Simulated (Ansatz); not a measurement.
# TiGe (model cell, started as wurtzite): from the cell to its phonons

Wanted: vibrations and spectra of TiGe (model cell, started as wurtzite); the cell is already relaxed. After the zone centre comes a 2×2×2 q mesh on a 10×10×8 k mesh.

Calculated with Ansatz 0.2.0; DFT PBE, scalar-relativistic, plane waves, PAW.

The structure was built from a prototype and need not be the compound's stable phase.

### Step 1. Starting point

The structure is hexagonal, space group P6_3/mmc (No. 194). The conventional cell has a = 4.449 Å, b = 4.449 Å, c = 5.064 Å, α = 90.00°, β = 90.00°, γ = 120.00°. Nearest to Ti lie 5 Ge at 2.53 to 2.57 Å. Nearest to Ge lie 5 Ti at 2.53 to 2.57 Å. Farther neighbours are not listed.

### Step 2. Modes at Γ

The cell comes from relaxations at this level that are not shown. The zone centre comes first: it holds the modes that light can see, as far as symmetry allows. No field response is asked, since the mesh shows no gap.

The input, input.yaml:

```yaml
crystal:
  lattice:
    - [4.4490299543, 3.2118e-06, 0.0]
    - [-2.2245177587, 3.8529713567, 0.0]
    - [0.0, 0.0, 5.0637889032]
  atoms:
    - { symbol: Ti, position: [0.3333333333, 0.6666666667, -0.0625] }
    - { symbol: Ti, position: [0.6666666667, 0.3333333333, 0.4375] }
    - { symbol: Ge, position: [0.3333333333, 0.6666666667, 0.4375] }
    - { symbol: Ge, position: [0.6666666667, 0.3333333333, 0.9375] }
kpoints:
  mp_grid: { grid: [10, 10, 8] }
hamiltonian:
  xc: pbe
scf:
  occupations: { method: methfessel_paxton, width: 0.15 }
output:
  eigenvalues: true
phonons:
  method: dfpt
```

On the command line:

```
$ ansatz run input.yaml --threads 4 --pin off --max-ram 7168MiB --backend cpu --events-out ev --progress --plain --runs-dir out
```

Numbers of over 12 decimals in the logs are rounded to 6 here.

The program printed:

```text
Engine: ansatz 0.2.0, x86_64-unknown-linux-gnu
Pseudopotentials: kind: paw
Pseudopotential: Ti, paw, valence charge 12, recommended cutoff 420 eV (normal), Ti.paw.azcp
Pseudopotential: Ge, paw, valence charge 14, recommended cutoff 420 eV (normal), Ge.paw.azcp
Functional definition: PBE
  parameter kappa = 0.804
  parameter beta = 0.066725
  exchange = pbe_x(kappa = kappa, mu = beta*pi^2/3)
  correlation = pbe_c(beta = beta)
Crystal: 4 atoms, lattice volume = 86.803 Å³
Basis set: ecut = 420 eV, 1727 PW (Γ), exchange–correlation on 60×60×80 points (8 copies of the dense FFT grid, shifted against one another)
Bands: 32, of which v1, the nominal top of the filled ones, is band 26 counted from 1 (25 counted from 0)
Symmetry: 24 space group operations
k-points: 227 of 800 (irreducible under 2 space group operations, time reversal used)
Non-local potential: Ti, projectors of the file, l = 0: 3, l = 1: 2, l = 2: 3, l = 3: 1
Non-local potential: Ge, projectors of the file, l = 0: 2, l = 1: 2, l = 2: 3, l = 3: 1
PAW form: soft (Blöchl's): semilocal exchange-correlation on the pseudo side does not see the compensation charge
PAW one-centre angular grid: Ti, 590 points (default); XC on 64 Gauss nodes
PAW one-centre angular grid: Ge, 590 points (default); XC on 64 Gauss nodes
Initial density: superposition of atomic densities (neutral atoms: chi_scale 0, normalization atom), corrected by the library's trained network
Initial wavefunctions: pseudopotential atomic-orbital guess
Functional: x = pbe(κ = 0.804, μ = 0.219515), c = pbe(β = 0.066725)
SCF iter   1: F=—  HF=-13589.933609 eV  |F-HF|=—  |Δ(HF+E_count)|=         —  Δρ=5.78e-3  dr2=2.70e-2  ethr=1.77e-3  ⟨swp⟩=5.1  Hψ=28599  notcnv=0
preconditioner: auto → LDOS  [insulator: Δε(μ)=0.112 eV  Ē_g=15.999 eV  σ=0.150 eV  W_gap=0.51  n_scr=22 (ndim 8)  ℏωp=23.9 eV  f_vac=0.051  D(μ)=0.76/eV (n_scr^D=2)  ε∞_Penn≈3.2  β→1.0]
SCF iter   2: F=—  HF=-13589.934984 eV  |F-HF|=—  |Δ(HF+E_count)|=   1.37e-3  S|Δr|=    0.00e0  Δρ=6.34e-3  dr2=4.36e-2  ethr=5.20e-5  ⟨swp⟩=2.0  Hψ=16128  notcnv=0  defer=214
SCF iter   3: F=—  HF=-13589.926799 eV  |F-HF|=—  |Δ(HF+E_count)|=   8.19e-3  S|Δr|=    0.00e0  Δρ=2.64e-3  dr2=7.93e-3  ethr=5.20e-5  ⟨swp⟩=2.0  Hψ=13700  notcnv=0  defer=214
SCF iter   4: F=—  HF=-13589.925195 eV  |F-HF|=—  |Δ(HF+E_count)|=   1.60e-3  S|Δr|=    0.00e0  Δρ=4.35e-4  dr2=2.16e-4  ethr=1.52e-5  ⟨swp⟩=2.0  Hψ=8393  notcnv=0  defer=214
SCF iter   5: F=—  HF=-13589.925160 eV  |F-HF|=—  |Δ(HF+E_count)|=   3.48e-5  S|Δr|=    0.00e0  Δρ=2.67e-5  dr2=5.39e-7  ethr=4.16e-7  ⟨swp⟩=2.0  Hψ=8587  notcnv=0  defer=214
SCF iter   6: F=—  HF=-13589.925161 eV  |F-HF|=—  |Δ(HF+E_count)|=   1.10e-6  S|Δr|=    0.00e0  Δρ=1.01e-5  dr2=7.61e-8  ethr=1.04e-9  ⟨swp⟩=2.1  Hψ=13196  notcnv=0  defer=62
SCF iter   7: F=—  HF=-13589.925161 eV  |F-HF|=—  |Δ(HF+E_count)|=   3.51e-8  S|Δr|=    0.00e0  Δρ=2.80e-6  dr2=3.49e-9  ethr=1.46e-10  ⟨swp⟩=2.0  Hψ=11133  notcnv=0  defer=62
SCF iter   8: F=—  HF=-13589.925161 eV  |F-HF|=—  |Δ(HF+E_count)|=  7.64e-10  S|Δr|=    0.00e0  Δρ=2.95e-7  dr2=4.70e-11  ethr=6.71e-12  ⟨swp⟩=2.0  Hψ=11140  notcnv=0  defer=62
SCF iter   9: F=-13589.925161 eV  HF=-13589.925161 eV  |F-HF|=1.82e-12  |Δ(HF+E_count)|=  7.28e-12  S|Δr|=    0.00e0  Δρ=5.55e-8  dr2=2.18e-12  ethr=1.00e-12  ⟨swp⟩=7.9  Hψ=31978  notcnv=0
the search or the solves at the SCF's close seem to have found levels that the self-consistency loop had missed (the run counts 4). By its estimate they hold under 1e-12 electrons; where the run keeps them, the occupations were computed again with them
SCF 1 converged in 9 iterations: F = -13589.925161 eV  dr2 = 2.18e-12
  greatest PAW one-centre occupation: 0.999 electrons in one spin orbital (limit 2), on the Ti atom at site 1 (counted from 0), in its partial waves of l = 0
DFPT response loops at Γ: preconditioner auto → Kerker (q_TF=auto, 2.505 Å⁻¹) (partly filled bands, converged f_vac=0.052); β = 1.00, the filter's whole step (`scf.mixing.beta` (0.50) is not read by the response loops under this deck's `scf.mixing.preconditioner`; to damp them name `kerker` or `kerker_dos`, under which they read `scf.mixing.beta`, and type it under 1.00, their step now; both keys bind the ground state too); Broyden in place of MSR1
SCF converged after 9 iterations
Stability not checked: this state was not tested for a lower state beside it, because cold or Methfessel-Paxton smearing, or corrected tetrahedra, fill the levels in a way that the test cannot read (fill_not_monotonic; see scf.lower_state_search)
Free energy (F): -13589.925161 eV
Harris-Foulkes:  -13589.925161 eV  (|F-HF|=1.82e-12)
Internal energy: -13589.927008 eV  (E = F + TS)
E sigma→0 (E₀):  -13589.925623 eV
Entropy (-TS):   0.001847 eV (0.462 meV/atom)
Fermi energy:    8.947514 eV
--- Per-component energies (eV) ---
  E_band       = -681.906477
  E_kinetic    = 766.878933
  E_local      = -7117.401223  (includes V_loc(G=0)·N_el)
  E_nonlocal   = 853.069399
  E_hartree    = 3076.831190
  E_xc         = -346.274685
  E_vxc        = -373.268041  (∫ρ·V_xc dr)
  E_paw        = -6133.304628  (= ΣΔE_a)
  E_vpaw       = -964.849000  (= ΣTr[D̂ρ^β])
  E_aug_tail   = 0.000997  (compensation charges beyond the density's cutoff)
  E_ewald      = -4689.726991
  E_smearing   = 0.001847  (= −TS)
  E_closure    = -0.000000  (closes the sum)
  Σ components = -13589.925161   (vs F -13589.925161, Δ=0.00e0)
--- Band table (eV; the first three rows and the last of 227) ---
  k-point 0: bands = [... 22 lower, 7.2442, 7.7317, 7.7317, 9.2048, 9.2048, 9.8159, 10.5498, 10.5498, ... 2 higher]
  k-point 1: bands = [... 22 lower, 7.2200, 7.6351, 7.6351, 9.3514, 9.3514, 9.5210, 10.5817, 10.5817, ... 2 higher]
  k-point 2: bands = [... 22 lower, 7.1692, 7.4413, 7.4413, 8.7574, 9.6847, 9.6847, 10.6221, 10.6221, ... 2 higher]
  k-point 226: bands = [... 22 lower, 7.4593, 7.7529, 8.2713, 8.3771, 9.3780, 9.4984, 10.1876, 10.3482, ... 2 higher]
--- Phonons (Γ-DFPT): 4 representative perturbations + reference, on 227 of 800 k-points (Σ response iterations 13) ---
  k mesh reduced under 2 symmetry operations, with k and −k counted as one. Each operation leaves every solved perturbation unchanged. A smaller set is not used because it would not reduce the number of displacements times k-points to solve
  ASR residual: 6.715e-5 → 0.000e0 eV/Å²; symmetrization residual: 2.260e-4 eV/Å²
  ASR residual per site (eV/Å²): 6.72e-5 6.72e-5 4.87e-5 4.87e-5
  Γ frequencies (cm⁻¹): 0.00 0.00 0.00 103.18 121.68 121.68 250.28 250.28 260.97 260.97 294.90 315.40
  non-analytic LO–TO correction: not included (Born effective charges unavailable; polar crystals: no LO–TO splitting at Γ)
```

It took 34 s on 4 threads of AMD EPYC 9R45, shared host; peak memory 2.4 GiB; 2.1 min of CPU time.

This step gave:

| Item | Value |
| --- | --- |
| volume per atom | 21.70 Å³ |
| gap on the k-mesh | 0 eV |
| sum-rule residual before enforcement | 6.72e-5 eV/Å² |
| point group | 6/mmm |
| highest optical mode at the zone centre (no LO-TO term) | 315.4 cm⁻¹ |
| lowest optical zone-centre mode | 103.2 cm⁻¹ |

Patterns of degenerate modes are one choice out of their space. The modes at Γ (shares of kinetic energy by element, %):

```tsv
mode	frequency (cm⁻¹)	symmetry	Ti %	Ge %
1	0.0	acoustic	40	60
2	0.0	acoustic	40	60
3	0.0	acoustic	40	60
4	103.2	B1g	40	60
5	121.7	E2g	32	68
6	121.7	E2g	32	68
7	250.3	E2g	68	32
8	250.3	E2g	68	32
9	261.0	E1u	60	40
10	261.0	E1u	60	40
11	294.9	A2u	60	40
12	315.4	B1g	60	40
```

Displacements in mode 4 (103.2 cm⁻¹), the largest set to 1:
```
Ti1  0.00  0.00  1.00
Ti2  0.00  0.00 -1.00
Ge3  0.00  0.00  1.00
Ge4  0.00  0.00 -1.00
```

Displacements in mode 8 (250.3 cm⁻¹), the largest set to 1:
```
Ti1  0.06 -1.00  0.00
Ti2 -0.06  1.00  0.00
Ge3  0.04 -0.55  0.00
Ge4 -0.04  0.55  0.00
```

Before it was imposed, the acoustic sum rule was missed by 6.7e-5 eV/Å². Small misses are needed for a sound result but don't prove that mesh and cutoff are converged. The lowest optical mode is real, 103 cm⁻¹.

### Step 3. The dispersion

Stability and thermal properties need the whole zone. Linear response on a 2×2×2 q mesh gives force constants as far as a supercell of that size would.

Edit input.yaml of step 2 so:

```diff
@@ -20 +20,9 @@
   method: dfpt
+  qmesh: [2, 2, 2]
+  temperatures: { t_max: 1000, t_step: 50 }
+  qpath:
+    path:
+      - [[0.0, 0.0, 0.0], [0.5, 0.0, 0.0], [0.33333333, 0.33333333, 0.0], [0.0, 0.0, 0.0], [0.0, 0.0, 0.5], [0.5, 0.0, 0.5], [0.33333333, 0.33333333, 0.5], [0.0, 0.0, 0.5]]
+      - [[0.5, 0.0, 0.5], [0.5, 0.0, 0.0]]
+      - [[0.33333333, 0.33333333, 0.5], [0.33333333, 0.33333333, 0.0]]
+    npoints: 10
```

The program printed:

```text
Warning: phonons: the dynamical matrix that this run interpolates holds no multipole term above the dipole-dipole one, and a site of this crystal is no centre of inversion, so its interpolated transverse optical and acoustic branches and sound speeds can stay off near Gamma, and the density of states and the thermodynamics with them. What a run solves at a wave vector of phonons.qpoints, Gamma apart, where the deck admits one, is free of this, and under fd what a larger phonons.supercell samples
[...]
Crystal: 4 atoms, lattice volume = 86.803 Å³
Basis set: ecut = 420 eV, 1727 PW (Γ), exchange–correlation on 60×60×80 points (8 copies of the dense FFT grid, shifted against one another)
Bands: 32, of which v1, the nominal top of the filled ones, is band 26 counted from 1 (25 counted from 0)
Symmetry: 24 space group operations
k-points: 70 of 800
[...]
SCF iter   1: F=—  HF=-13589.933620 eV  |F-HF|=—  |Δ(HF+E_count)|=         —  Δρ=5.78e-3  dr2=2.70e-2  ethr=1.77e-3  ⟨swp⟩=5.1  Hψ=8851  notcnv=0
[...]
SCF iter   9: F=-13589.925161 eV  HF=-13589.925161 eV  |F-HF|=3.64e-12  |Δ(HF+E_count)|=  7.28e-12  S|Δr|=    0.00e0  Δρ=5.83e-8  dr2=2.40e-12  ethr=1.00e-12  ⟨swp⟩=7.7  Hψ=9857  notcnv=0
[...]
SCF 1 converged in 9 iterations: F = -13589.925161 eV  dr2 = 2.40e-12
[...]
iter 1 solved again at ethr=5.49e-8 eV; its pass at ethr=3.10e-3 eV (dr2=2.85e-5 eV) is discarded
SCF iter   1: F=—  HF=-13589.925161 eV  |F-HF|=—  |Δ(HF+E_count)|=         —  Δρ=3.25e-7  dr2=5.62e-11  ethr=5.49e-8  ⟨swp⟩=3.2  Hψ=13866  notcnv=0
eigensolver tolerance schedule: the retry pair's looser diagonalisation over-reported the residual by 507501.37 of it (diagonalisation noise at an unbounded share of the residual, at the tolerance the schedule requests for it); recorded, not acted on — ethr = c·dr2/N_el stays at c = 1.0e-1
[...]
SCF iter   2: F=—  HF=-13589.925161 eV  |F-HF|=—  |Δ(HF+E_count)|=   2.44e-7  S|Δr|=    0.00e0  Δρ=4.20e-7  dr2=1.21e-10  ethr=1.00e-12  ⟨swp⟩=3.6  Hψ=5407  notcnv=0
[...]
SCF iter   4: F=-13589.925161 eV  HF=-13589.925161 eV  |F-HF|=5.46e-12  |Δ(HF+E_count)|=  1.82e-12  S|Δr|=    0.00e0  Δρ=1.28e-7  dr2=9.18e-12  ethr=1.00e-12  ⟨swp⟩=2.6  Hψ=4762  notcnv=0
SCF 2 converged in 4 iterations: F = -13589.925161 eV  dr2 = 9.18e-12
phonons: the bands overlap, so this run is a metal and interpolates without the dipole-dipole term. If the crystal is really an insulator or semiconductor, its LO-TO splitting is missing
NSCF: frozen V_eff on 70 k-points
[...]
DFPT response loops at q = (0, 0, 0) (fractional): preconditioner auto → Kerker (q_TF=auto, 2.505 Å⁻¹) (partly filled bands, converged f_vac=0.052); β = 1.00, the filter's whole step (`scf.mixing.beta` (0.50) is not read by the response loops under this deck's `scf.mixing.preconditioner`; to damp them name `kerker` or `kerker_dos`, under which they read `scf.mixing.beta`, and type it under 1.00, their step now; both keys bind the ground state too); Broyden in place of MSR1
[...]
SCF converged after 9 iterations
[...]
Free energy (F): -13589.925161 eV
[...]
Internal energy: -13589.927008 eV  (E = F + TS)
E sigma→0 (E₀):  -13589.925623 eV
Entropy (-TS):   0.001847 eV (0.462 meV/atom)
Fermi energy:    8.947515 eV
[...]
--- Band table (eV; the first three rows and the last of 70) ---
  k-point 0: bands = [... 22 lower, 7.2442, 7.7317, 7.7317, 9.2048, 9.2048, 9.8159, 10.5498, 10.5498, ... 2 higher]
  k-point 1: bands = [... 22 lower, 7.2200, 7.6351, 7.6351, 9.3514, 9.3514, 9.5210, 10.5817, 10.5817, ... 2 higher]
  k-point 2: bands = [... 22 lower, 7.1692, 7.4413, 7.4413, 8.7574, 9.6847, 9.6847, 10.6221, 10.6221, ... 2 higher]
  k-point 69: bands = [... 22 lower, 6.9968, 6.9968, 8.1771, 8.1771, 9.4246, 9.4246, 10.4392, 10.4392, ... 2 higher]
--- Phonons (Γ-DFPT): 4 representative perturbations + reference (Σ response iterations 13) ---
  ASR residual: 6.059e-5 → 0.000e0 eV/Å²; symmetrization residual: 1.334e-5 eV/Å²
  ASR residual per site (eV/Å²): 6.06e-5 6.06e-5 3.10e-5 3.10e-5
[...]
--- Phonons (arbitrary-q DFPT): 4 irreducible q on the 2×2×2 mesh ---
  q = [0.0000, 0.0000, 0.0000] (star 1, of the zone-centre solve; hermiticity 2.48e-6, symmetrization 1.24e-7): -0.00 -0.00 0.00 103.18 121.68 121.68 250.27 250.27 260.97 260.97 294.90 315.40
  q = [0.0000, 0.0000, -0.5000] (star 1, 4 solved perturbations in 660 linear systems a pass and spin channel, the states on 260 of 800 k-point pairs; hermiticity 2.11e-6, symmetrization 1.50e-6): 72.72 72.72 72.72 72.72 211.57 211.57 253.92 253.92 253.92 253.92 259.03 259.03
[...]
sum rule: each row above includes the acoustic sum rule's correction from the zone centre's row sums; it moved no ω² by more than (0.59 cm⁻¹)²
  mesh force constants: q→R imaginary residual 2.90e-17; ASR residual 6.059e-5 → 0.000e0 eV/Å²; symmetrization residual 7.105e-15 eV/Å²
  interpolated dispersion: 93 rows × 12 modes
  density of states and harmonic sums: on the 16×16×12 q-mesh, interpolated from the force constants of a 2×2×2 supercell (no non-analytic term)
  largest difference from the sums on the solved wave vectors: F 6.36e-2 eV, S 9.58e-5 and C_V 3.22e-5 eV/K
  zero-point energy: 0.142749 eV/cell   skipped modes (ω ≤ 0): 3   left out of the sums: 8.14e-5 of the cell's modes: C_V's classical limit lies that fraction below 3 k_B per atom; for a crystal, a wire or a layer, F and S can be off by more, and a phonons.interpolated_qmesh denser along its periods is the remedy for the sampling
```

It took 2.3 min on 4 threads; peak memory 2.1 GiB; 8.6 min of CPU time.

Numbers from this step:

```
sum-rule residual before enforcement                    : 6.06e-5 eV/Å²
lowest frequency on the path                            : 0 cm⁻¹
highest frequency on the path or at a solved wavevector : 318.3 cm⁻¹
mean frequency                                          : 191.9 cm⁻¹
Debye temperature (second moment)                       : 388 K
logarithmic mean frequency                              : 166.8 cm⁻¹
lowest mode on the q mesh (acoustic modes at Γ apart)   : 20.4 cm⁻¹
zero-point energy per atom                              : 35.69 meV
heat capacity at 300 K                                  : 23.00 J/(mol atoms K)
vibrational entropy at 300 K                            : 31.51 J/(mol atoms K)
```

Frequencies (cm⁻¹) solved at each irreducible wavevector; negative means imaginary. Frequencies by wavevector, by row:

```tsv
q in reciprocal lattice units	star	mode 1	mode 2	mode 3	mode 4	mode 10	mode 11	mode 12
0 0 0	1	0	0	0	103.2	261	294.9	315.4
0 0 -0.5	1	72.7	72.7	72.7	72.7	253.9	259	259
0 -0.5 0	3	20.4	62.9	89.4	119.2	271.9	314.1	318.3
0 -0.5 -0.5	3	74.1	74.1	159.8	159.8	264.7	271.9	271.9
```

Interpolated from a 2×2×2 q mesh, rough between the solved points. Phonon branches along the path, in cm⁻¹:

```tsv
point	branch 1	branch 2	branch 3	branch 4	branch 9	branch 10	branch 11	branch 12
Γ	0	0	0	103	261	261	295	315
halfway	14	40	99	99	253	267	306	316
M	20	63	89	119	256	272	314	318
halfway	40	67	86	120	258	272	316	318
K	52	78	78	121	259	272	318	318
halfway	27	45	97	109	255	268	308	316
Γ	0	0	0	103	261	261	295	315
halfway	33	33	108	108	259	259	287	295
A	73	73	73	73	254	254	259	259
halfway	73	73	116	116	259	259	267	267
L	74	74	160	160	265	265	272	272
halfway	79	79	164	164	265	265	272	272
H	83	83	170	170	266	266	272	272
halfway	75	75	125	125	261	261	268	268
A	73	73	73	73	254	254	259	259
jump to L	74	74	160	160	265	265	272	272
halfway	39	106	132	151	258	270	298	304
M	20	63	89	119	256	272	314	318
jump to H	83	83	170	170	266	266	272	272
halfway	60	110	142	142	261	271	302	302
K	52	78	78	121	259	272	318	318
```

Tetrahedra on a 16×16×12 mesh, mean over bins of 5 cm-1. Interpolated from a 2×2×2 q mesh, rough between the solved points. Table of phonon density of states by wavenumber; read off at these points:

```tsv
wavenumber (cm⁻¹)	phonon density of states (1/cm⁻¹/cell)
2	1.4e-4
18	0.0074
32	0.0186
48	0.0251
62	0.0244
78	0.0249
92	0.0364
102	0.0514
108	0.0462
118	0.0563
122	0.0502
138	0.0319
152	0.0465
168	0.0401
182	0.0149
198	0.0155
212	0.0239
228	0.0671
242	0.0521
258	0.138
272	0.0837
288	0.0289
302	0.0411
312	0.0609
318	0.0321
```

(Part 1 of 2 ends here.)

[Logs are printed without paths, hosts, clocks, repeated set-up lines and the standing remarks that a program may print on its own settings, such as how far it seeks lower states.]

[Hosts, paths, dates, database ids (printed as entryN), source tags and the programs' standing remarks are cut or masked in the printed files.]
